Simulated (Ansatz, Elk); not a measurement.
# Ba6Mo: X-ray structure factors from the self-consistent density

Structure refinements treat a crystal as free atoms side by side. For a made-up structure of Ba6Mo (cell and positions from a PBE relaxation) the runs below show what the calculated density changes in F(hkl).

Main program and level: Elk 11.2.3 (patched build); DFT, PBE, all-electron APW+lo, Dirac cores, scalar-relativistic bands, static density, no spin.

This account leaves out most program logs.

The structure was built from a prototype and need not be the compound's stable phase.

**1. Starting point**

The structure is cubic, space group Fm-3m (No. 225). Conventional cell: a = 11.081 Å, b = 11.081 Å, c = 11.081 Å, α = 90.00°, β = 90.00°, γ = 90.00°. Nearest to Ba lie 8 Ba at 3.92 Å and 2 Mo at 3.92 Å. Mo has 12 Ba at 3.92 Å nearest. Farther neighbours are not listed.

Coordinates:

```cif
data_structure
_symmetry_space_group_name_H-M 'P 1'
_symmetry_Int_Tables_number 1
_cell_length_a 7.8357
_cell_length_b 7.8357
_cell_length_c 7.8357
_cell_angle_alpha 60.000
_cell_angle_beta 60.000
_cell_angle_gamma 60.000
_cell_volume 340.19
loop_
_atom_site_label
_atom_site_type_symbol
_atom_site_fract_x
_atom_site_fract_y
_atom_site_fract_z
_atom_site_occupancy
Ba1 Ba 0.50000 0.00000 0.00000 1
Ba2 Ba 0.00000 0.50000 0.50000 1
Ba3 Ba 0.00000 0.50000 0.00000 1
Ba4 Ba 0.00000 0.00000 0.50000 1
Ba5 Ba 0.50000 0.00000 0.50000 1
Ba6 Ba 0.50000 0.50000 0.00000 1
Mo7 Mo 0.00000 0.00000 0.00000 1
```

**2. Ground state and structure factors**

An all-electron density is needed, since X-rays see the cores too. Task 0 finds the density and task 195 Fourier-transforms it; tshift is off so that phases refer to the origin typed.

Input file elk.in:

```
tasks
  0
  195

xctype
  20

spinpol
  .false.

rgkmax
  7.0

gmaxvr
  14.0

lmaxo
  7

lmaxapw
  8

swidth
  0.002

tshift
  .false.

ramdisk
  .false.

hmaxvr
  5.5

maxscl
  120

epspot
  1e-06

sppath
  './'

avec
  0.00000000000 10.47035797641 10.47035797641
  10.47035797641 -0.00000000000 10.47035797641
  10.47035797641 10.47035797641 -0.00000000000

atoms
  2
  'Ba.in'
  6
  0.5000000000 0.0000000000 0.0000000000   0.000000 0.000000 0.000000
  0.0000000000 0.5000000000 0.5000000000   0.000000 0.000000 0.000000
  0.0000000000 0.5000000000 0.0000000000   0.000000 0.000000 0.000000
  -0.0000000000 -0.0000000000 0.5000000000   0.000000 0.000000 0.000000
  0.5000000000 0.0000000000 0.5000000000   0.000000 0.000000 0.000000
  0.5000000000 0.5000000000 0.0000000000   0.000000 0.000000 0.000000
  'Mo.in'
  1
  0.0000000000 -0.0000000000 -0.0000000000   0.000000 0.000000 0.000000

ngridk
  4 4 4
```

Launch:

```bash
OMP_NUM_THREADS=4 elk
```

Elapsed: 90 s, on 4 threads of AMD EPYC 7B13 (Zen 3), shared host; peak memory 0.55 GiB; 2.9 min of CPU time.

SFACRHO.OUT:

```text

h k l indices transformed by vhmat matrix:
   1.000000000       0.000000000       0.000000000    
   0.000000000       1.000000000       0.000000000    
   0.000000000       0.000000000       1.000000000    

      h      k      l  multipl.   |H|            Re(F)            Im(F)           |F|

      0      0      0      1   0.0000000       378.00000     -0.82305417E-16   378.00000    
      1      1      1      8  0.51969552       40.065252     -0.86734813E-13   40.065252    
      1      0      1      6  0.60009269      -64.807252      0.57180777E-13   64.807252    
     -1     -2     -1     12  0.84865922      -61.483835     -0.19328538E-12   61.483835    
      1      0      2     24  0.99514115       35.528020      0.94622883E-14   35.528020    
      0      0      2      8   1.0393910       319.83710     -0.14277713E-12   319.83710    
     -2      0     -2      6   1.2001854       309.24639      0.31049104E-12   309.24639    
      0      2     -1     24   1.3078717       33.091606     -0.19396942E-12   33.091606    
      1      2     -1     24   1.3418481      -56.139908      0.62031653E-13   56.139908    
     -3     -1      0     24   1.4699209      -54.573754     -0.70491608E-13   54.573754    
     -1      2      2     24   1.5590865       31.247201     -0.33436175E-12   31.247201    
      0      0      3      8   1.5590865       31.280775      0.30826594E-12   31.280775    
     -2     -2     -4     12   1.6973184       277.09182      0.63315101E-12   277.09182    
      4      2      1     48   1.7750981       29.851470     -0.70062778E-13   29.851470    
      0     -1      3     24   1.8002781      -50.730246      0.18250796E-13   50.730246    
     -3     -3      0      6   1.8002781      -50.772414     -0.17249081E-12   50.772414    
      3     -1      2     24   1.8976597      -49.787059      0.17736272E-12   49.787059    
      4      1      0     24   1.9675355       28.594326     -0.64608079E-13   28.594326
```

Elk indexes on the primitive cell of elk.in and gives |H| = 4π sin θ/λ in inverse bohr. Below, one row stands for each form hkl of the conventional cell (m members, Friedel mates merged), F is for one primitive cell and the density is static (no thermal factor). Free-atom factors are Waasmaier and Kirfel's, and R is Σm||F|−|F'||/Σm|F|.

```csv
hkl,m,sin θ/λ (Å⁻¹),"abs F, DFT",neutral atoms,diff.
111,8,0.078,40.065,39.811,+0.254
200,6,0.090,64.807,64.330,+0.477
220,12,0.128,61.484,61.460,+0.023
311,24,0.150,35.528,35.899,-0.371
222,8,0.156,319.837,320.133,-0.296
400,6,0.180,309.246,309.350,-0.104
331,24,0.197,33.092,33.353,-0.261
420,24,0.202,56.140,55.857,+0.283
422,24,0.221,54.574,54.371,+0.203
511,24,0.234,31.247,31.443,-0.196
333,8,0.234,31.281,31.443,-0.162
440,12,0.255,277.092,277.229,-0.137
531,48,0.267,29.852,29.896,-0.044
442,24,0.271,50.730,50.723,+0.007
```

**3. The highest occupied states alone**

An energy window below the Fermi level keeps the highest occupied states, to see at which angles they scatter; shallow core shells can lie inside it and anion s states outside. No new self-consistency is needed.

Edit elk.in of step 2 so:

```diff
@@ -1,3 +1,2 @@
 tasks
-  0
   195
@@ -40,2 +39,5 @@
 
+wsfac
+  -0.358970 0.492270
+
 sppath
```

Launch:

```bash
OMP_NUM_THREADS=4 elk
```

Elapsed: 38 s, on 4 threads; peak memory 0.36 GiB; 41 s of CPU time.

States within 15 eV below the Fermi level hold 54.00 electrons; any levels below the window count with the cores. Their amplitudes can exceed the total, where window and core parts have opposite phase:

```csv
hkl,sin θ/λ (Å⁻¹),"abs F, window","abs F, all"
111,0.078,4.826,40.065
200,0.090,6.097,64.807
220,0.128,3.990,61.484
311,0.150,2.094,35.528
222,0.156,17.877,319.837
400,0.180,13.698,309.246
331,0.197,1.241,33.092
420,0.202,1.863,56.140
422,0.221,1.251,54.574
511,0.234,0.774,31.247
```

**4. Another functional**

The difference from free atoms is small, so it is set against the change that PBEsol makes.

Edit elk.in of step 3 so:

```diff
@@ -1,2 +1,3 @@
 tasks
+  0
   195
@@ -4,3 +5,3 @@
 xctype
-  20
+  22
 
@@ -39,5 +40,2 @@
 
-wsfac
-  -0.358970 0.492270
-
 sppath
```

Launch:

```bash
OMP_NUM_THREADS=4 elk
```

Elapsed: 94 s, on 4 threads; peak memory 0.57 GiB; 3.1 min of CPU time.

Against the first run R = 0.01 %; the largest change is -0.062 at 400.

**5. A coarser k-mesh**

About half the k-points along each axis test the sampling.

Edit elk.in of step 4 so:

```diff
@@ -5,3 +5,3 @@
 xctype
-  22
+  20
 
@@ -63,2 +63,2 @@
 ngridk
-  4 4 4
+  2 2 2
```

Launch:

```bash
OMP_NUM_THREADS=4 elk
```

It took 74 s on 4 threads; peak memory 0.6 GiB; 2 min of CPU time.

Against the first run R = 0.02 %; the largest change is -0.046 at 10 0 0.

**6. Settings against the effect**

```csv
run,R against the first run (%),"R against neutral atoms, low angle (%)",wall time
"PBE, rgkmax 7",0.00,0.19,90 s
PBEsol,0.01,0.19,94 s
k-mesh 2×2×2,0.02,0.19,74 s
```

**7. Outcome**

| Property | Result |
| --- | --- |
| R against neutral atoms, sin θ/λ < 0.3 Å⁻¹ | 0.19 % |
| R against neutral atoms, 0.3 to 0.73 Å⁻¹ | 0.18 % |

In words: Independent neutral atoms miss the calculated amplitudes by R = 0.19 % below 0.3 Å⁻¹ and 0.18 % from there to 0.73 Å⁻¹; by shells, 0.61 % below 0.15 Å⁻¹ (4 forms), 0.15 % 0.15 to 0.3 (14 forms), 0.14 % 0.3 to 0.45 (26 forms), 0.20 % above 0.45 (105 forms). Bonding, aspherical density and the tables' own atoms all enter these figures, and the runs don't part them. The largest change of an amplitude is +0.48 electrons, at 200. The window's part falls from 54.0 electrons at the origin to at most 1.20 between 0.45 and 0.73 Å⁻¹, where compact states inside the window still scatter. The window holds more than the 18 outer electrons of the free atoms, so shallow core shells lie inside it. Below 0.3 Å⁻¹ the changes that finished (PBEsol and k-mesh 2×2×2) move F by R = 0.02 % at most, against the 0.19 % that separates it from free atoms. The basis has no finished test. These runs have no spin, though d or f shells may be open. Part of the difference isn't bonding: the tables are fits to free atoms and ions calculated by other methods than this functional. Thermal motion, anomalous dispersion and extinction are left out.

[Logs are printed without paths, hosts, clocks, repeated set-up lines and the standing remarks that a program may print on its own settings, such as how far it seeks lower states.]

[Hosts, paths, dates, database ids (printed as entryN), source tags and the programs' standing remarks are cut or masked in the printed files.]
